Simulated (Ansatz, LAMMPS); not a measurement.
# Structural relaxation of glassy 82SiO2-11Al2O3-4ZnO-4MgO (mol %) (88 atoms)

How does glassy 82SiO2-11Al2O3-4ZnO-4MgO (mol %) (88 atoms) relax, and what do bonds, charges and levels look like afterwards?

Main program and level: Ansatz 0.2.0; Kohn-Sham DFT, PBEsol, PAW (set soft_2), plane waves.

Report form: the programs' logs are mostly left out.

### 1. Starting point

The cell holds 88 atoms: 23 Si, 6 Al, 1 Zn, 1 Mg and 57 O. Cell: a = 10.564 Å, b = 10.564 Å, c = 10.564 Å, α = 90.0°, β = 90.0°, γ = 90.0°. 88 atoms (23 Si, 6 Al, 1 Zn, 1 Mg, 57 O) placed at random at 2.41 g/cm³, melted at 4000 K for 10 ps at fixed volume with the Morse and Coulomb pair potential with partial charges (Pedone, Malavasi, Menziani, Cormack and Segre, J. Phys. Chem. B 110, 11780 (2006)). Quenched from 4000 K to 300 K at 6 K/ps and fixed volume, held 10 ps at zero pressure.

Before any run, some limits are plain. The quench rate of 6 K/ps is many orders above laboratory rates, so the cell is likely richer in defects and strain than a real sample. The starting topology of bonds comes from the classical model. The Brillouin zone is sampled at Γ only, in a cell whose shortest periodic width is 11 Å.

### 2. The classical run that made the cell

A classical potential makes the cell, at a small fraction of what the same run would cost in DFT.

This step: classical MD, Morse and Coulomb pair potential with partial charges (Pedone, Malavasi, Menziani, Cormack and Segre, J. Phys. Chem. B 110, 11780 (2006)) (LAMMPS 22 Jul 2025 - Update 4).

in.lmp reads:

```
# melt-quench of Si23Al6Zn1Mg1O57
units metal
atom_style charge
boundary p p p
region box block 0 10.7658 0 10.7658 0 10.7658
create_box 5 box
mass 1 28.0850   # Si
mass 2 26.9815   # Al
mass 3 65.3800   # Zn
mass 4 24.3050   # Mg
mass 5 15.9990   # O
create_atoms 1 random 23 6748 NULL overlap 1.5 maxtry 2000
create_atoms 2 random 6 6755 NULL overlap 1.5 maxtry 2000
create_atoms 3 random 1 6762 NULL overlap 1.5 maxtry 2000
create_atoms 4 random 1 6769 NULL overlap 1.5 maxtry 2000
create_atoms 5 random 57 6776 NULL overlap 1.5 maxtry 2000
pair_style hybrid/overlay pedone 5.5 coul/long 8.0
pair_coeff * * coul/long
pair_coeff 1 5 pedone 0.340554 2.006700 2.100000 1   # Si-O
pair_coeff 2 5 pedone 0.361581 1.900442 2.164818 0.9   # Al-O
pair_coeff 3 5 pedone 0.001221 3.150679 2.851850 1   # Zn-O
pair_coeff 4 5 pedone 0.038908 2.281000 2.586153 5   # Mg-O
pair_coeff 5 5 pedone 0.042395 1.379316 3.618701 22   # O-O
set type 1 charge 2.4
set type 2 charge 1.8
set type 3 charge 1.2
set type 4 charge 1.2
set type 5 charge -1.2
kspace_style pppm 1.0e-4
neigh_modify delay 0 every 1 check yes
thermo_style custom step time temp pe press density
thermo_modify norm yes
timestep 0.002
thermo 100
# [... 15 lines left out ...]
fix md all nvt temp 4000 300 0.2
run 308333 post no
unfix md
thermo 1666
fix md all npt temp 300 300 0.2 iso 0 0 2
run 5000 post no
unfix md
write_dump all custom glass.dump id type xs ys zs modify sort id
```

Launch:

```sh
lmp -in in.lmp -log none -nocite
```

It took 2.2 min on 1 thread of Arm Neoverse V1, shared host; peak memory 0.07 GiB.

### 3. Single point at the start

The forces at the start show how far the geometry lies from a minimum of this functional.

input.yaml reads:

```yaml
crystal:
  lattice:
    - [10.56392, 0.0, 0.0]
    - [0.0, 10.56392, 0.0]
    - [0.0, 0.0, 10.56392]
  atoms:
    - { symbol: Si, position: [0.68104, 0.56867, 0.73854] }
    - { symbol: Si, position: [0.72679, 0.13924, 0.9585] }
    - { symbol: Si, position: [0.5653, 0.38907, 0.37288] }
    - { symbol: Si, position: [0.92307, 0.02455, 0.14864] }
    - { symbol: Si, position: [0.11547, 0.38357, 0.72818] }
    - { symbol: Si, position: [0.22206, 0.86736, 0.6724] }
    - { symbol: Si, position: [0.25609, 0.00552, 0.91922] }
    - { symbol: Si, position: [0.95016, 0.29419, 0.26916] }
[... 76 atom lines left out ...]
    - { symbol: O, position: [0.47428, 0.06825, 0.36512] }
    - { symbol: O, position: [0.11674, 0.30241, 0.59518] }
    - { symbol: O, position: [0.17001, 0.42982, 0.05364] }
    - { symbol: O, position: [0.01756, 0.74002, 0.92836] }
kpoints:
  mp_grid: { grid: [1, 1, 1] }
hamiltonian:
  xc: pbesol
scf:
  occupations: { method: gaussian, width: 0.05 }
output:
  forces: true
  stress: true
  populations: intrinsic
  dos:
    method: { smearing: { sigma: 0.15 } }
    de: 0.1
    projected: { site_lists: { Al: [Al], Mg: [Mg], O: [O], Si: [Si], Zn: [Zn] } }
  eigenvalues: true
```

Launch:

```sh
ansatz run input.yaml --threads 4 --pin off --max-ram 8192MiB --backend cpu --events-out ev --progress --plain --runs-dir out
```

The job ended after 19 s (4 threads of Arm Neoverse V1, shared host; peak memory 1.4 GiB).

Numbers from this run:

```
free energy                                      : -54691.6166 eV
free energy per atom                             : -621.4956 eV/atom
SCF cycles                                       : 10
pressure                                         : 4.713 GPa
r.m.s. force component                           : 1.42 eV/Å
longest force                                    : 6.533 eV/Å
Fermi energy                                     : 4.83 eV
gap (highest filled to lowest empty level) : 3.786 eV
```

The r.m.s. force component of 1.4 eV/Å and the pressure of 4.7 GPa set the starting point.

Neighbours are counted within 2.16 Å (O-Si), 2.33 Å (O-Al), 2.42 Å (O-Mg), 2.50 Å (O-Zn).

Length of the force by element and coordination:

```
element  coordination  atoms  mean length of the force (eV/Å)  spread  least   most
     Al           all      6                             1.76   0.585   1.05   2.81
     Mg           all      1                             1.31       0   1.31   1.31
      O           all     57                             1.87    1.06  0.276   5.36
      O             2     47                             1.95    1.11  0.276   5.36
      O             3     10                             1.48   0.634  0.623   2.74
     Si           all     23                             2.99    1.32  0.941   6.53
     Zn           all      1                            0.944       0  0.944  0.944
```

### 4. Cell and atoms relaxed

Cell and atoms are freed together, to release stress as well as forces.

input.yaml, the sections that differ from step 3:

```yaml
output:
  forces: true
relax:
  f_tol: 0.05
  max_steps: 200
  cell: {}
# crystal, kpoints, hamiltonian, scf: as in step 3
```

Run time: 3.4 min. Hardware: 4 threads; peak memory 1.4 GiB.

The steps of the relaxation:

```
step  energy less that of the first step (eV)  largest force component (eV/Å)  pressure (GPa)  volume (Å³)
   1                                   0.0000                          6.0350            4.71      1178.90
   2                                  -3.5651                          3.8147            2.16      1193.22
   3                                  -6.8790                          0.9338            1.26      1172.23
   4                                  -7.0672                          0.9717           -0.47      1184.65
   5                                  -7.2014                          0.5223            0.16      1175.86
   6                                  -7.3243                          0.2539           -0.07      1178.38
   7                                  -7.3360                          0.1263           -0.02      1178.12
   8                                  -7.3564                          0.2315            0.03      1173.45
   9                                  -7.3761                          0.0717            0.05      1175.78
  10                                  -7.3658                          0.5410            0.02      1176.27
  11                                  -7.3895                          0.0782            0.00      1176.28
  12                                  -7.3908                          0.2673           -0.10      1175.54
  13                                  -7.3961                          0.0270            0.01      1175.68
 14*                                  -7.4071                          0.0271            0.00      1175.68
  15                                  -7.4093                          0.0444           -0.01      1175.29
  16                                  -7.4107                          0.0214            0.00      1175.16
 17*                                  -7.4089                          0.0214            0.00      1175.16
```

Relaxation steps marked * repeat the geometry before them on a plane-wave basis chosen anew for their cell, so energy and pressure can jump there. Relaxation steps 10, 12 were tried and not accepted.

```csv
cell as run,before,after,change
a (Å),10.564,10.613,+0.5 %
b (Å),10.564,10.502,-0.6 %
c (Å),10.564,10.546,-0.2 %
α (°),90.00,89.43,-0.6 %
β (°),90.00,90.83,+0.9 %
γ (°),90.00,90.59,+0.7 %
volume (Å³/atom),13.40,13.35,-0.3 %
```

The atoms that moved most (Å, as changes of fractional coordinates times the final cell):

| atom | dx | dy | dz | length |
| --- | --- | --- | --- | --- |
| O86 | -0.181 | -0.483 | 0.109 | 0.528 |
| O32 | -0.103 | 0.285 | -0.373 | 0.481 |
| O84 | 0.238 | -0.317 | -0.205 | 0.447 |
| O72 | -0.407 | -0.035 | 0.163 | 0.440 |
| O66 | -0.026 | 0.353 | -0.113 | 0.371 |
| Mg31 | 0.115 | 0.328 | -0.007 | 0.347 |
| O61 | 0.003 | 0.300 | -0.150 | 0.336 |
| O45 | 0.247 | 0.207 | 0.005 | 0.322 |

The relaxation changed the energy by -84.2 meV/atom, and atoms moved by 0.21 Å r.m.s., 0.53 Å at most.

### 5. Local order after relaxation

Bonds before and after, by the cutoffs listed below:

| pair | bonds before | bonds after | mean before (Å) | mean after (Å) | spread before (Å) | spread after (Å) |
| --- | --- | --- | --- | --- | --- | --- |
| O-Si | 92 | 92 | 1.614 | 1.630 | 0.064 | 0.035 |
| O-Al | 24 | 24 | 1.781 | 1.783 | 0.094 | 0.084 |
| O-Mg | 5 | 5 | 2.113 | 2.100 | 0.211 | 0.113 |
| O-Zn | 4 | 4 | 2.053 | 2.017 | 0.132 | 0.121 |

Density 2.56 g/cm³, 13.35 Å³ an atom.

g(r), total and by pair (bins of 0.2 Å):

| r (Å) | total | O-O | O-Si | O-Al | O-Mg | O-Zn | Si-Si |
| --- | --- | --- | --- | --- | --- | --- | --- |
| 1.50 | 0.78 | 0.00 | 2.30 | 0.00 | 0.00 | 0.00 | 0.00 |
| 1.70 | 4.06 | 0.00 | 10.07 | 7.25 | 0.00 | 0.00 | 0.00 |
| 1.90 | 0.35 | 0.00 | 0.00 | 2.79 | 2.21 | 4.55 | 0.00 |
| 2.10 | 0.14 | 0.00 | 0.00 | 0.32 | 3.72 | 3.64 | 0.00 |
| 2.30 | 0.05 | 0.00 | 0.00 | 0.00 | 3.31 | 0.00 | 0.00 |
| 2.50 | 0.50 | 1.20 | 0.00 | 0.00 | 0.00 | 0.00 | 0.00 |
| 2.70 | 2.06 | 4.84 | 0.00 | 0.00 | 0.00 | 0.00 | 0.00 |
| 2.90 | 0.79 | 1.24 | 0.04 | 0.34 | 0.93 | 0.96 | 2.28 |
| 3.10 | 1.02 | 0.60 | 0.47 | 0.56 | 0.00 | 0.90 | 3.92 |
| 3.30 | 0.92 | 0.85 | 0.90 | 0.99 | 0.00 | 1.53 | 0.51 |
| 3.50 | 0.59 | 0.38 | 0.91 | 0.80 | 1.34 | 0.00 | 0.00 |
| 3.70 | 1.08 | 0.75 | 1.67 | 1.50 | 1.23 | 1.82 | 0.13 |
| 3.90 | 0.97 | 0.60 | 1.48 | 1.44 | 1.62 | 0.55 | 0.35 |
| 4.10 | 1.35 | 0.87 | 2.10 | 1.71 | 1.45 | 0.47 | 0.83 |
| 4.30 | 1.10 | 0.86 | 1.24 | 1.26 | 1.77 | 2.20 | 1.25 |
| 4.50 | 0.86 | 0.74 | 0.74 | 1.48 | 0.81 | 2.06 | 1.05 |
| 4.70 | 1.05 | 1.22 | 0.86 | 0.81 | 0.75 | 1.12 | 1.12 |
| 4.90 | 0.92 | 1.27 | 0.52 | 0.63 | 0.34 | 1.01 | 1.62 |
| 5.10 | 1.12 | 1.52 | 0.78 | 0.57 | 0.32 | 0.33 | 1.50 |

Bonds by pair of elements; cutoffs follow the first minimum of g(r), held within bounds set by covalent radii, and pairs that aren't listed don't count as bonded:

```csv
pair A-B,cutoff (Å),bonds,mean length (Å),spread (Å),shortest (Å),B about A,A about B
O-Si,2.12,92,1.63,0.035,1.56,1.61,4
O-Al,2.43,24,1.78,0.084,1.71,0.421,4
O-Mg,2.62,5,2.1,0.113,1.90,0.088,5
O-Zn,2.5,4,2.02,0.121,1.88,0.07,4
```

How many atoms have how many bonded neighbours:

| element | mean | 2 | 3 | 4 | 5 |
| --- | --- | --- | --- | --- | --- |
| Al | 4 | 0 | 0 | 6 | 0 |
| Mg | 5 | 0 | 0 | 0 | 1 |
| O | 2.19 | 46 | 11 | 0 | 0 |
| Si | 4 | 0 | 0 | 23 | 0 |
| Zn | 4 | 0 | 0 | 1 | 0 |

Bond angles, per cent of each kind in bins of 5°:

```
angle (°)  O-Si-O  O-Al-O  Si-O-Si  Al-O-Si  O-Mg-O
    65–70     0.0     0.0      0.0      0.0    10.0
    70–75     0.0     0.0      0.0      0.0    10.0
    75–80     0.0     0.0      0.0      0.0     0.0
    80–85     0.0     0.0      0.0      0.0     0.0
    85–90     0.0     0.0      0.0      0.0    10.0
    90–95     0.7     2.8      0.0      0.0    10.0
   95–100     5.1    19.4      0.0      0.0     0.0
  100–105    13.8    25.0      0.0      0.0     0.0
  105–110    29.0    11.1      0.0      0.0    20.0
  110–115    39.1    13.9      2.9      3.9    20.0
  115–120    11.6     5.6      0.0     11.5     0.0
  120–125     0.7     8.3     11.4      7.7     0.0
  125–130     0.0     8.3      8.6     15.4     0.0
  130–135     0.0     5.6     11.4     23.1     0.0
  135–140     0.0     0.0     22.9      0.0    10.0
  140–145     0.0     0.0     17.1     11.5     0.0
  145–150     0.0     0.0      8.6      7.7     0.0
  150–155     0.0     0.0      5.7      7.7     0.0
  155–160     0.0     0.0      2.9      0.0     0.0
  160–165     0.0     0.0      0.0      7.7    10.0
  165–170     0.0     0.0      8.6      3.9     0.0
```

Bond angles (no mean is given where the spread exceeds 20°):

```csv
angle,count,mean (°),spread (°)
O-Si-O,138,109,5.2
O-Al-O,36,110,11.2
Si-O-Si,35,139,13.2
Al-O-Si,26,136,15.3
O-Mg-O,10,-,-
```

Oxygen atoms by the number of network formers (Si, P, Ge, B, Al, As, Ga) bound to them:

```csv
network formers bound to O,O atoms,per cent
0,0,0
1,2,3.5
2,51,89.5
3,4,7
```

Network units: each former by its oxygen neighbours and how many of them bridge to another former:

| former | O neighbours | bridging O | atoms |
| --- | --- | --- | --- |
| Si | 4 | 3 | 2 |
| Si | 4 | 4 | 21 |
| Al | 4 | 4 | 6 |

Bond length by coordination (bonds to H left out):

```csv
element,coordination,atoms,mean bond length (Å)
O,2,46,1.64
O,3,11,1.83
```

Rings of the network by King's shortest-path rule, up to 12 atoms, one path for each pair of neighbours; H, halogens, alkali and alkaline-earth atoms are left out, and the last column divides by all other atoms, bonded or not:

| ring size (atoms) | rings | per network atom |
| --- | --- | --- |
| 4 | 1 | 0.011 |
| 6 | 2 | 0.023 |
| 8 | 12 | 0.138 |
| 10 | 14 | 0.161 |
| 12 | 20 | 0.23 |

By these cutoffs all Al atoms have 4, all Mg atoms have 5, 81 % of O atoms have 2 and all Si atoms have 4 bonded neighbours. The O-Si-O angle averages 109° with a spread of 5°. Counting bonds to Si and Al alone, not to Zn, 90 % of the oxygens join two of these atoms and 4 % one; 7 % join three. The commonest Si unit has 4 oxygens, 4 of them shared with other formers (21 of 23 atoms). Rings of 12 atoms are the most common (41 % of those counted); sizes run from 4 to 12, where the search stops.

[end of part 1 of 2]

[Logs are printed without paths, hosts, clocks, repeated set-up lines and the standing remarks that a program may print on its own settings, such as how far it seeks lower states.]

[Hosts, paths, dates, database ids (printed as entryN), source tags and the programs' standing remarks are cut or masked in the printed files.]
